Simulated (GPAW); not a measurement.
# Foreign atoms in an Al chain: which ones block the current?

One atom thick, a chain of Al offers 2 channels a spin at the Fermi level. How much of the current survives when a foreign atom sits in the chain or at its side?

How it was computed: GPAW 26.7.0 in a basis of numerical atomic orbitals with PAW setups; lead and junction are solved self-consistently in repeated cells 9 Å or more across, their Hamiltonian and overlap matrices go into Green's functions with semi-infinite leads (ASE), and T is the Landauer transmission at zero bias, at the junction cell's Fermi level, for one spin or as the mean of both where a run is spin-polarised. Basis dzp and PBE unless a column says otherwise. The structures were built from estimated bond lengths and not relaxed.

What came out:

| atom | place | T, dzp | T, minimal basis |
| --- | --- | --- | --- |
| Na | on top of one chain atom | 1.92 | 1.94 |
| Cl | in line, replacing one chain atom | 1.63 | 1.57 |
| Si | in line, replacing one chain atom | 1.6 | 1.64 |
| N | two in line | 1.53 | 1.55 |
| P | two in line | 1.5 | 1.55 |
| Si | beside one bond | 1.49 | 1.37 |
| Zn | in line, replacing one chain atom | 1.18 | 1.06 |
| N | on top of one chain atom | 1.02 | 1.11 |
| Mg | two in line | 0.113 | 0.0806 |
| Ag | two in line | 0.0343 | 0.0301 |

**Reading.** T at the Fermi level runs from 1.92 (Na on top) down to 0.0343 (Ag ×2 in line), against 2 open channels a spin in the clean chain. Where one element stands in both places: Si gives 1.6 in line and 1.49 beside a bond. A side atom can block as much as one in line, when one of its levels lies near the Fermi level and interferes with the direct path. The minimal basis misses the dzp value by a median factor of 1.06 and by 1.4 at worst, to be set beside the factor of 56 between the ends of the table.

What the numbers leave out: An evenly spaced straight chain is an idealisation of an electrode: free chains dimerise or zigzag, and their density of states has sharper edges than a bulk metal's. Once the lead is aligned to the junction's end layer, its own Fermi level lies within 0.02 eV of the zero used here in the dzp runs. No run was spin-polarised, so magnetic states weren't tested. Element, place and number of foreign atoms change together from row to row, so the order can't be credited to the element alone. T at one energy can sit on the flank of a resonance and move with small shifts of the Fermi level. Junctions whose dzp lead is shut at the Fermi level or whose end layer misses the lead by over 0.25 eV were left out, as were H in line (its neighbours overlap directly) and, where atoms were relaxed, moves over 0.6 Å, which change the site.
